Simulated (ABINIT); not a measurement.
# A GW chain in ABINIT: WS2 (Tungstenite), part 2 of 2

Aim: the G0W0 gap of WS2 (Tungstenite) on PBE, step by step.

ABINIT 10.8.3; PBE and many-body steps on it, plane waves. Known limits of the many-body steps: not at the basis limit; no spin-orbit coupling; coarse k mesh.

So far. Step 3 (Empty states on the mesh, 3×3×1 mesh, 157 bands): On this mesh the gap is 1.305 eV. The earlier step found 0.981 eV, so this mesh misses an edge. Step 4 (Screening, 3×3×1 mesh, 149 bands, screening to 108.8 eV): Local fields lower ε∞ by 10 %. On a Γ-centred mesh this coarse the value itself is usually too large, while a short band sum pulls it down.

**5. Self-energy, 3×3×1 mesh, 149 bands, screening to 108.8 eV**

The self-energy is evaluated for the states that the input lists, and the levels follow from it, in one-shot runs by the linearised quasiparticle equation.

This step: G0W0 on PBE, plane waves, norm-conserving pseudopotentials.

run.abi reads:

```
acell 3*1.0 Angstrom
rprim 
  3.153199999992 0.000000000002 0.000000000000
  -1.576599999998 2.730751303206 0.000000000000
  0.000000000000 0.000000000000 12.323000000000
ntypat 2
znucl 74 16
natom 6
typat 1 1 2 2 2 2
xred 
  0.333333333333 0.666666666667 0.250000000000
  0.666666666667 0.333333333333 0.750000000000
  0.333333333333 0.666666666667 0.622500000000
  0.666666666667 0.333333333333 0.122500000000
  0.333333333333 0.666666666667 0.877500000000
  0.666666666667 0.333333333333 0.377500000000
pp_dirpath "pseudos"
pseudos "W.upf, S.upf"
ecut 31
ngkpt 3 3 1
nshiftk 1
shiftk 0 0 0
kptopt 1
chksymbreak 0
istwfk *1
occopt 1
irdwfk 1
optdriver 4
nband 149
gwcalctyp 0
ecutsigx 31
symsigma 1
nkptgw 2
kptgw 
  0.0000000000 0.0000000000 0.0000000000
  0.3333333333 0.3333333333 0.0000000000
bdgw 
  25 28
  25 28
ecuteps 4
irdscr 1
ppmodel 1
indata_prefix "in"
outdata_prefix "out"
tmpdata_prefix "tmp"
```

Started as:

```
> OMP_NUM_THREADS=1 mpirun -n 8 abinit run.abi > log
```

Numbers of over 12 decimals in the logs are rounded to 6 here.

What it wrote:

```text
.Version 10.8.3 of ABINIT. v10.8.2 released Aug 2026.

 Symmetries : space group P6_3/m m c (#194); Bravais hP (primitive hexag.)
[... echo of the input left out ...]
== DATASET  1 ==================================================================
-   mpi_nproc: 8, omp_nthreads: 1 (-1 if OMP is not activated)

--- !DatasetInfo
iteration_state: {dtset: 1, }
dimensions: {natom: 6, nkpt: 3, mband: 149, nsppol: 1, nspinor: 1, nspden: 1, mpw: 5917, }
cutoff_energies: {ecut:  31.0, pawecutdg:  -1.0, }
electrons: {nelect:   5.20000000E+01, charge:   0.00000000E+00, occopt:   1.00000000E+00, tsmear:   1.00000000E-02, }

 SIGMA: Calculation of the GW corrections

 Based on a program developped by R.W. Godby, V. Olevano, G. Onida, and L. Reining.
 Incorporated in ABINIT by V. Olevano, G.-M. Rignanese, and M. Torrent.
.Using double precision arithmetic ; gwpc =  8

[... cell and pseudopotentials left out ...]
--------------------------------------------------------------------------------

 ==== K-mesh for the wavefunctions ====
 Number of points in the irreducible wedge :     3
[... list of points left out ...]
 Together with 24 symmetry operations and time-reversal symmetry
 yields     9 points in the full Brillouin Zone.

 ==== Q-mesh for screening function ====
 Number of points in the irreducible wedge :     3
[... list of points left out ...]
 Together with 24 symmetry operations and time-reversal symmetry
 yields     9 points in the full Brillouin Zone.

 vcoul_init : cutoff-mode = AUXILIARY_FUNCTION
 q-points for optical limit:   1
     1)      0.000010    0.000020    0.000030
 setmesh: FFT mesh size selected  =    25x   25x  120
          total number of points  =        75000

 Number of electrons calculated from density =   52.0000; Expected =   52.0000
 average of density, n =  0.072620
 r_s =    1.4869
 omega_plasma =   25.9946 [eV]

 === KS Band Gaps ===
  >>>> For spin  1
   Minimum direct gap =   1.8369 [eV], located at k-point      :   0.3333  0.3333  0.0000
   Fundamental gap    =   1.3050 [eV], Top of valence bands at :   0.0000  0.0000  0.0000
                                       Bottom of conduction at :   0.3333  0.3333  0.0000
 SIGMA fundamental parameters:
 PLASMON POLE MODEL  1
 number of plane-waves for SigmaX                 5885
 number of plane-waves for SigmaC and W            279
 number of plane-waves for wavefunctions          5885
 number of bands                                   149
 number of independent spin polarizations            1
 number of spinorial components                      1
 number of k-points in IBZ                           3
 number of q-points in IBZ                           3
 number of symmetry operations                      24
 number of k-points in BZ                            9
 number of q-points in BZ                            9
 number of frequencies for dSigma/dE                 9
 frequency step for dSigma/dE [eV]                0.25
 number of omega for Sigma on real axis              0
 max omega for Sigma on real axis  [eV]           0.00
 zcut for avoiding poles [eV]                     0.10

 EPSILON^-1 parameters (SCR file):
 dimension of the eps^-1 matrix on file            279
 dimension of the eps^-1 matrix used               279
 number of plane-waves for wavefunctions          5885
 number of bands                                   149
 number of q-points in IBZ                           3
 number of frequencies                               2
 number of real frequencies                          1
 number of imag frequencies                          1

 matrix elements of self-energy operator (all in [eV])

 Perturbative Calculation

--- !SelfEnergy_ee
iteration_state: {dtset: 1, }
kpoint     : [   0.000,    0.000,    0.000, ]
spin       : 1
KS_gap     :    2.311
QP_gap     :    2.828
Delta_QP_KS:    0.517
data: !SigmaeeData |
     Band     E0 <VxcDFT>   SigX SigC(E0)      Z dSigC/dE  Sig(E)    E-E0       E
       25   8.288 -14.437 -15.680   1.372   0.789  -0.268 -14.336   0.102   8.390
       26   9.509 -15.563 -16.434   1.153   0.785  -0.273 -15.342   0.221   9.730
       27  11.820 -15.231 -10.331  -3.963   0.788  -0.270 -14.494   0.738  12.557
       28  11.820 -15.231 -10.331  -3.963   0.788  -0.270 -14.494   0.738  12.557

--- !SelfEnergy_ee
iteration_state: {dtset: 1, }
kpoint     : [   0.333,    0.333,    0.000, ]
spin       : 1
KS_gap     :    1.837
QP_gap     :    2.548
Delta_QP_KS:    0.711
data: !SigmaeeData |
     Band     E0 <VxcDFT>   SigX SigC(E0)      Z dSigC/dE  Sig(E)    E-E0       E
       25   8.770 -15.016 -16.290   1.466   0.787  -0.270 -14.865   0.151   8.921
       26   8.977 -15.446 -16.647   1.450   0.786  -0.272 -15.250   0.196   9.173
       27  10.814 -16.352 -11.240  -3.959   0.787  -0.271 -15.445   0.907  11.721
       28  10.814 -16.352 -11.240  -3.959   0.787  -0.271 -15.445   0.907  11.721

== END DATASET(S) ==============================================================
================================================================================

 -outvars: echo values of variables after computation  --------
           etotal      0.0000000000E+00
            nband         149
             nkpt           3
          spgroup         194
 [... the other variables as echoed above ...]

 Calculation completed.
```

The job ended after 5.1 s (8 MPI ranks of Arm Neoverse V2, shared host; peak memory 0.84 GiB; 40 s of CPU time).

Numbers from this step:

| Quantity | Value |
| --- | --- |
| G0W0 gap on the points computed | 1.991 eV |
| starting gap on the mesh | 1.305 eV |
| k of the valence top | 0, 0, 0 |
| k of the conduction bottom | 0.3333, 0.3333, 0 |
| Z at the valence top | 0.785 |
| Z at the conduction bottom | 0.787 |
| least direct G0W0 gap on the computed points | 2.548 eV |

The gap on the mesh goes from 1.31 eV to 1.99 eV, a correction of +0.69 eV. The start differs from the 0.98 eV found before because the two sample other k points.

Limits: finite bands, cutoff and mesh; no spin-orbit coupling; coarse k mesh. v1 is the top filled band, c1 the lowest empty one. Levels before and after the correction, in eV, zero at the valence-band top of each column:

```
           conduction bottom  valence top
Kohn-Sham               1.31         0.00
     G0W0               1.99         0.00
```

```csv
,level,energy (eV)
Kohn-Sham,Γ v2,-1.221
Kohn-Sham,Γ v1,0.000
Kohn-Sham,Γ c1-c2,2.311
Kohn-Sham,(0.333 0.333 0) v2,-0.739
Kohn-Sham,(0.333 0.333 0) v1,-0.532
Kohn-Sham,(0.333 0.333 0) c1-c2,1.305
G0W0,Γ v2,-1.340
G0W0,Γ v1,0.000
G0W0,Γ c1-c2,2.827
G0W0,(0.333 0.333 0) v2,-0.809
G0W0,(0.333 0.333 0) v1,-0.557
G0W0,(0.333 0.333 0) c1-c2,1.991
```

**6. Where the time went**

Times are wall times on 8 MPI ranks of Arm Neoverse V2, shared host, good to a factor of about two.

| step | time | share | memory (GiB) |
| --- | --- | --- | --- |
| ground state | 21 s | 21 % | 0.68 |
| empty states on the mesh | 61 s | 60 % | 11 |
| screening | 13 s | 13 % | 1.6 |
| self-energy | 5.1 s | 5 % | 0.84 |

**7. What came out**

```yaml
pbe_gap: 0.98 eV, indirect
g0w0_gap_on_the_mesh: 1.99 eV
g0w0_gap_over_the_zone_rigid_shift: 1.67 eV
gw_settings: 3×3×1 mesh, 149 bands, screening to 108.8 eV, Godby-Needs plasmon pole
known_limits: not at the basis limit; no spin-orbit coupling; coarse k mesh
```

**Reading.** G0W0 moves the gap on the mesh from 1.31 eV to 1.99 eV (+0.69 eV), with Z of 0.79 and 0.79 at the edges. The mesh misses the band edges by 0.32 eV in all; a rigid shift gives 1.67 eV for the zone. Local fields lower the RPA ε∞ on this mesh from 19.48 to 17.56; a Γ-centred mesh this coarse tends to raise both, most where the direct gap is narrow, while a short band sum lowers them. Only 2 of the mesh's irreducible points were corrected, so a valley elsewhere could overtake. The dearest step here is «empty states on the mesh». Bands and cutoff are finite, so the gap is not at the basis limit. The miss can reach some tenths of an eV and take either sign; the mesh is an error of its own. In the G0W0 run levels were corrected at 2 k points alone, so a gap called «on the mesh» is the least over those, and an edge elsewhere would be missed. A denser mesh or path gives a starting gap of 0.98 eV: the GW mesh misses a band edge, so its gaps are not the fundamental one. The 3×3×1 mesh is coarse for this cell, which bears on the long-range parts of exchange and screening. The many-body steps are scalar-relativistic: spin-orbit coupling is not in them.

[Paths, hosts, dates, memory and timing lines, banners, echoed tables and standing remarks are left out of the program output.]

[Logs are printed without paths, hosts, clocks, repeated set-up lines and the standing remarks that a program may print on its own settings, such as how far it seeks lower states.]

[Runs of the session that timed out or met a known fault of the program may be left out.]

[Hosts, paths, dates, database ids (printed as entryN), source tags and the programs' standing remarks are cut or masked in the printed files.]

[G0W0 gaps are taken among the corrected bands and points alone; a level outside them can change the order at an edge.]

[Where Ansatz stands beside ABINIT at settings called matched, ABINIT's density can come from a denser mesh and the files from another edition; pairs whose starting gaps differed by over 0.03 eV were left out, so agreement reads better than it is.]
